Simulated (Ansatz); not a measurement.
# TlBiSe3 (model cell, started as cubic perovskite with Bi in the octahedra): following an unstable mode, part 3 of 3

Which phase does TlBiSe3 (model cell, started as cubic perovskite with Bi in the octahedra) fall into along its unstable mode, and how much energy does it gain?

Ansatz 0.2.0; DFT PBEsol, scalar-relativistic, plane waves, PAW; PAW set soft_1.

So far. Step 4 (The mode frozen in, largest atomic shift 0.6 Å): The run ends at a pressure of -0.95 GPa, with forces up to 0.48 eV/Å. Step 5 (Energy along the mode, all amplitudes (two of the runs …): The lowest of the steps tried is the last one, at 0.6 Å, 101 meV/atom below the parent; the bottom of the well need not coincide with a step. The relaxed cell has a = 4.889, c = 12.963 Å (conventional setting).

The structure was built from a prototype and need not be the compound's stable phase.

## (7) The new phase in its own primitive cell

The relaxed structure is symmetrised, reduced to its primitive cell and relaxed tightly, as its phonons need.

Input file input.yaml:

```yaml
crystal:
  lattice:
    - [4.888960394, 0.0, 0.0]
    - [0.0, 4.888960394, 0.0]
    - [0.0, 0.0, 12.9630978687]
  atoms:
    - { symbol: Tl, position: [0.0, 0.0, 0.0] }
    - { symbol: Tl, position: [0.0, 0.0, 0.5] }
    - { symbol: Bi, position: [0.5, 0.5, 0.25] }
    - { symbol: Bi, position: [0.5, 0.5, 0.75] }
    - { symbol: Se, position: [0.5, 0.5, 0.0] }
    - { symbol: Se, position: [0.5, 0.5, 0.5] }
    - { symbol: Se, position: [0.5, 0.0, 0.3569333061] }
    - { symbol: Se, position: [0.5, 0.0, 0.6430666939] }
    - { symbol: Se, position: [0.0, 0.5, 0.1430666939] }
    - { symbol: Se, position: [0.0, 0.5, 0.8569333061] }
kpoints:
  mp_grid: { grid: [8, 8, 4] }
hamiltonian:
  xc: pbesol
  pseudopotentials: { kind: paw, azcp: { folder: soft_1 }, xc_functional: pbe }
scf:
  occupations: { method: methfessel_paxton, width: 0.2 }
output:
  forces: true
  stress: true
  eigenvalues: true
relax:
  adjacent_minimum: "off"
  f_tol: 0.001
  max_steps: 60
  cell: { stress_tol: 0.01 }
```

Started as:

```console
$ ansatz run input.yaml --threads 4 --pin off --max-ram 16384MiB --backend cpu --events-out ev --progress --plain --runs-dir out
```

Numbers of over 12 decimals in the logs are rounded to 6 here.

The log of the run:

```text
[...]
Crystal: 10 atoms, lattice volume = 309.843 Å³
Basis set: ecut = 420 eV, 6063 PW (Γ), exchange–correlation on 72×72×180 points (8 copies of the dense FFT grid, shifted against one another)
Bands: 92, of which v1, the nominal top of the filled ones, is band 76 counted from 1 (75 counted from 0)
Symmetry: 16 space group operations
[...]
k-points: 45 of 256
[...]
- { symbol: Tl, position: [0, 0, 0.5] }
    - { symbol: Bi, position: [0.500000, 0.500000, 0.25] }
    - { symbol: Bi, position: [0.500000, 0.500000, 0.750000] }
    - { symbol: Se, position: [0.500000, 0.500000, 0] }
    - { symbol: Se, position: [0.500000, 0.500000, 0.5] }
    - { symbol: Se, position: [0.500000, 0, 0.357060] }
    - { symbol: Se, position: [0.500000, 0, 0.642940] }
    - { symbol: Se, position: [0, 0.500000, 0.142940] }
    - { symbol: Se, position: [0, 0.500000, 0.857060] }
[key lines of the parts left out:]
SCF converged after 4 iterations
Free energy (F): -79629.663750 eV
Fermi energy:    7.004756 eV
P = ⅓ Tr σ = -0.0038 GPa (-0.038 kbar)
```

Wall time 2.2 min (4 threads of Arm Neoverse V2, shared host); peak memory 1.5 GiB.

The steps of the relaxation:

| step | energy less that of the first step (eV) | largest force component (eV/Å) | pressure (GPa) | volume (Å³) |
| --- | --- | --- | --- | --- |
| 1 | 0.0000 | 0.0009 | -0.03 | 309.84 |
| 2 | 0.0000 | 0.0014 | 0.01 | 309.57 |
| 3 | 0.0000 | 0.0004 | 0.00 | 309.65 |
| 4 | 0.0000 | 0.0001 | 0.00 | 309.67 |
| 5 | 0.0000 | 0.0008 | -0.01 | 309.70 |
| 6 | 0.0000 | 0.0006 | 0.00 | 309.68 |
| 7* | 0.0000 | 0.0006 | 0.00 | 309.68 |

Relaxation steps marked * repeat the geometry before them on a plane-wave basis chosen anew for their cell, so energy and pressure can jump there.

The run keeps the 16 symmetry operations that it works with, so distortions that break them were not tested.

| conventional cell, symmetrised | before | after | change |
| --- | --- | --- | --- |
| a (Å) | 4.889 | 4.885 | -0.1 % |
| b (Å) | 4.889 | 4.885 | -0.1 % |
| c (Å) | 12.963 | 12.979 | +0.1 % |
| volume (Å³/atom) | 30.98 | 30.97 | -0.1 % |

Numbers from this step:

* pressure: -0.003780 GPa
* volume per atom: 30.97 Å³

The largest force component left is 0.60 meV/Å and the pressure is -0.004 GPa, within the tolerances set. The cell now holds 30.97 Å³/atom.

## (8) Modes of the new phase, k-mesh 8×8×4

A relaxed structure may still be a saddle point, so its zone-centre modes are computed. No field response is asked, since the mesh shows no gap.

input.yaml, the sections that differ from step 7:

```yaml
crystal:
  lattice:
    - [4.884799769, 0.0, 0.0]
    - [0.0, 4.884799769, 0.0]
    - [0.0, 0.0, 12.9785178888]
  atoms:
    - { symbol: Tl, position: [0.0, 0.0, 0.0] }
    - { symbol: Tl, position: [0.0, 0.0, 0.5] }
    - { symbol: Bi, position: [0.5, 0.5, 0.25] }
    - { symbol: Bi, position: [0.5, 0.5, 0.75] }
    - { symbol: Se, position: [0.5, 0.5, 0.0] }
    - { symbol: Se, position: [0.5, 0.5, 0.5] }
    - { symbol: Se, position: [0.5, 0.0, 0.3570597158] }
    - { symbol: Se, position: [0.5, 0.0, 0.6429402842] }
    - { symbol: Se, position: [0.0, 0.5, 0.1429402842] }
    - { symbol: Se, position: [0.0, 0.5, 0.8570597158] }
output:
  eigenvalues: true
phonons:
  method: dfpt
# kpoints, hamiltonian, scf: as in step 7
# relax: removed
```

The log of the run:

```text
zone centre: on kpoints.mp_grid the ground state, and the responses unless they are solved on pairs of k-points, stand on 75 of the mesh's 256 k-points, reduced under 4 symmetry operations, with k and −k counted as one. Each operation leaves every solved displacement unchanged or reverses it
Engine: ansatz 0.2.0, aarch64-unknown-linux-gnu
Pseudopotentials: kind: paw
Pseudopotential: Tl, paw, valence charge 13, recommended cutoff 420 eV (normal), soft_1/Tl.paw.azcp
Pseudopotential: Bi, paw, valence charge 15, recommended cutoff 420 eV (normal), soft_1/Bi.paw.azcp
Pseudopotential: Se, paw, valence charge 16, recommended cutoff 420 eV (normal), soft_1/Se.paw.azcp
Functional definition: PBEsol
  exchange = pbesol_x
  correlation = pbesol_c
Crystal: 10 atoms, lattice volume = 309.684 Å³
Basis set: ecut = 420 eV, 6063 PW (Γ), exchange–correlation on 72×72×180 points (8 copies of the dense FFT grid, shifted against one another)
Bands: 92, of which v1, the nominal top of the filled ones, is band 76 counted from 1 (75 counted from 0)
Symmetry: 16 space group operations
k-points: 75 of 256 (irreducible under 4 space group operations, time reversal used)
Non-local potential: Tl, projectors of the file, l = 0: 2, l = 1: 2, l = 2: 2, l = 3: 1
Non-local potential: Bi, projectors of the file, l = 0: 2, l = 1: 2, l = 2: 2, l = 3: 1
Non-local potential: Se, projectors of the file, l = 0: 2, l = 1: 2, l = 2: 3, l = 3: 1
PAW form: soft (Blöchl's): semilocal exchange-correlation on the pseudo side does not see the compensation charge
PAW frozen core: Tl, regenerated for the run's functional, and the local potential with it (the file was generated under x = pbe(κ = 0.804, μ = 0.219515), c = pbe(β = 0.066725))
PAW frozen core: Bi, regenerated for the run's functional, and the local potential with it (the file was generated under x = pbe(κ = 0.804, μ = 0.219515), c = pbe(β = 0.066725))
PAW frozen core: Se, regenerated for the run's functional, and the local potential with it (the file was generated under x = pbe(κ = 0.804, μ = 0.219515), c = pbe(β = 0.066725))
PAW one-centre angular grid: Tl, 590 points (default); XC on 64 Gauss nodes
PAW one-centre angular grid: Bi, 590 points (default); XC on 64 Gauss nodes
PAW one-centre angular grid: Se, 590 points (default); XC on 64 Gauss nodes
Initial density: superposition of atomic densities (chi_scale 0.1, normalization cell, long waves kept (reshape's long-wave potential 0.03 eV rms))
Initial wavefunctions: pseudopotential atomic-orbital guess
Functional: x = pbesol(κ = 0.804, μ = 0.123457), c = pbesol(β = 0.046)
SCF iter   1: F=—  HF=-79632.649379 eV  |F-HF|=—  |Δ(HF+E_count)|=         —  Δρ=3.41e-2  dr2=7.84e0  ethr=3.10e-3  ⟨swp⟩=7.0  Hψ=26627  notcnv=0
preconditioner: auto → LDOS  [metal: Δε(μ)=0.012 eV  Ē_g=11.032 eV  σ=0.200 eV  W_gap=0.05  n_scr=74 (ndim 8)  ℏωp=17.9 eV  f_vac=0.114  D(μ)=4.69/eV (n_scr^D=26)  β→1.0]
SCF iter   2: F=—  HF=-79630.653707 eV  |F-HF|=—  |Δ(HF+E_count)|=    2.00e0  S|Δr|=    0.00e0  Δρ=2.39e-2  dr2=2.68e0  ethr=3.10e-3  ⟨swp⟩=4.1  Hψ=17405  notcnv=0  defer=501
SCF iter   3: F=—  HF=-79629.707818 eV  |F-HF|=—  |Δ(HF+E_count)|=   9.46e-1  S|Δr|=    0.00e0  Δρ=4.47e-3  dr2=1.26e-1  ethr=1.76e-3  ⟨swp⟩=2.6  Hψ=11091  notcnv=0  defer=500
SCF iter   4: F=—  HF=-79629.664240 eV  |F-HF|=—  |Δ(HF+E_count)|=   4.36e-2  S|Δr|=    0.00e0  Δρ=9.21e-4  dr2=4.69e-3  ethr=8.26e-5  ⟨swp⟩=2.0  Hψ=13229  notcnv=0  defer=492
SCF iter   5: F=—  HF=-79629.663955 eV  |F-HF|=—  |Δ(HF+E_count)|=   2.85e-4  S|Δr|=    0.00e0  Δρ=2.44e-4  dr2=3.79e-4  ethr=3.09e-6  ⟨swp⟩=2.0  Hψ=12235  notcnv=0  defer=492
SCF iter   6: F=—  HF=-79629.663719 eV  |F-HF|=—  |Δ(HF+E_count)|=   2.36e-4  S|Δr|=    0.00e0  Δρ=1.01e-4  dr2=7.35e-5  ethr=2.49e-7  ⟨swp⟩=2.0  Hψ=12132  notcnv=0  defer=492
SCF iter   7: F=—  HF=-79629.663707 eV  |F-HF|=—  |Δ(HF+E_count)|=   1.20e-5  S|Δr|=    0.00e0  Δρ=3.44e-5  dr2=1.08e-5  ethr=4.84e-8  ⟨swp⟩=1.9  Hψ=6696  notcnv=0  defer=492
SCF iter   8: F=—  HF=-79629.663750 eV  |F-HF|=—  |Δ(HF+E_count)|=   4.35e-5  S|Δr|=    0.00e0  Δρ=5.22e-6  dr2=1.40e-7  ethr=7.13e-9  ⟨swp⟩=2.0  Hψ=7484  notcnv=0  defer=492
SCF iter   9: F=—  HF=-79629.663750 eV  |F-HF|=—  |Δ(HF+E_count)|=   2.78e-8  S|Δr|=    0.00e0  Δρ=1.41e-6  dr2=5.86e-9  ethr=9.20e-11  ⟨swp⟩=2.0  Hψ=12211  notcnv=0  defer=492
SCF iter  10: F=—  HF=-79629.663750 eV  |F-HF|=—  |Δ(HF+E_count)|=   2.14e-9  S|Δr|=    0.00e0  Δρ=4.28e-7  dr2=7.91e-10  ethr=3.86e-12  ⟨swp⟩=2.0  Hψ=11406  notcnv=0  defer=492
SCF iter  11: F=—  HF=-79629.663750 eV  |F-HF|=—  |Δ(HF+E_count)|=  1.60e-10  S|Δr|=    0.00e0  Δρ=7.59e-8  dr2=1.73e-11  ethr=1.00e-12  ⟨swp⟩=2.2  Hψ=9226  notcnv=0  defer=492
SCF iter  12: F=-79629.663750 eV  HF=-79629.663750 eV  |F-HF|=5.82e-11  |Δ(HF+E_count)|=  1.46e-11  S|Δr|=    0.00e0  Δρ=2.06e-8  dr2=1.30e-12  ethr=1.00e-12  ⟨swp⟩=12.2  Hψ=39000  notcnv=0
SCF 1 converged in 12 iterations: F = -79629.663750 eV  dr2 = 1.30e-12
[...]
DFPT response loops at Γ: preconditioner auto → Kerker (q_TF=auto, 2.423 Å⁻¹) (partly filled bands, converged f_vac=0.141); β = 1.00, the filter's whole step (`scf.mixing.beta` (0.50) is not read by the response loops under this deck's `scf.mixing.preconditioner`; to damp them name `kerker` or `kerker_dos`, under which they read `scf.mixing.beta`, and type it under 1.00, their step now; both keys bind the ground state too); Broyden in place of MSR1
```

The job ended after 7.5 min (4 threads; peak memory 5.9 GiB).

The run was cut off at the time limit after its SCF cycle had converged; no result of it is taken.

The program's message: “Warning:”

## (9) The phases reached

The phases reached along the modes that were followed are set side by side.

Energies are those of the first relaxation, on the mesh of the frozen mode; space group, volume and gap are those of the last relaxation. Phases, by row:

| mode frozen in | space group | energy from parent (meV/atom) | volume (Å³/atom) | gap on mesh (eV) | lowest zone-centre optical mode (cm⁻¹) | largest shift (Å) |
| --- | --- | --- | --- | --- | --- | --- |
| parent | Pm-3m | 0 | 32.48 | 0 | – | – |
| q = (0, -0.5, -0.5), 89i cm⁻¹ | Pmma | -251.8 | 29.22 | 0 | -90.8 | 1.799 |
| q = (0, -0.5, -0.5), 89i cm⁻¹ | Cmmm | -198.8 | 29.62 | 0 | -76.2 | 1.554 |
| q = (0, -0.5, -0.5), 89i cm⁻¹ | Pmma | -251.8 | 29.22 | 0 | -90.8 | 1.8 |
| q = (0, 0, -0.5), 85i cm⁻¹ | P4_2/mmc | -198.3 | 30.97 | 0 | – | 1.386 |

## (10) What came out

```yaml
unstable_mode_of_the_parent: q = (0, 0, -0.5), 85i cm⁻¹
depth_at_the_lowest_point_sampled: 101 meV/atom
largest_atomic_shift_at_that_point: 0.6 Å
space_group_reached_within_0p01_a: P4_2/mmc
energy_gained_over_the_parent_first_relaxation_on_the_mesh_of_the_frozen_mode: 198 meV/atom
volume_per_atom_phase_reached: 31.0 Å³
```

What this shows: Along this mode the structure falls into P4_2/mmc, 198 meV/atom below the parent. At the parent's cell the well is 101.0 meV/atom deep on the steps tried, with its lowest point at a shift of 0.6 Å. That is the last step tried, so the steps alone don't bracket the bottom of the well. Relaxing atoms and cell changes the gain by +97.31 meV/atom against the lowest step (energies at zero smearing). The modes of the phase reached were not computed on this path. Of the 4 patterns followed to their end from this parent, this one ends 53.4 meV/atom above the lowest, Pmma. Another end point lies within 1 meV/atom; how such a difference moves with mesh and cutoff was not tested. Each path keeps the symmetry of its pattern, so a lower phase may lie along a pattern not tried. With no gap, or one that is small against the smearing, the frequencies hang on the k mesh and the smearing, most of all near Kohn anomalies. Spin-orbit coupling is left out, which can matter for the heavy elements here. The PAW files were made for PBE and serve the other functionals too. A phonon run warned that its eigensolver left some bands unconverged in a pass. The starting cell was built on a prototype and not taken from a measurement, so the phase need not exist.

[Logs are printed without paths, hosts, clocks, repeated set-up lines and the standing remarks that a program may print on its own settings, such as how far it seeks lower states.]

[Hosts, paths, dates, database ids (printed as entryN), source tags and the programs' standing remarks are cut or masked in the printed files.]
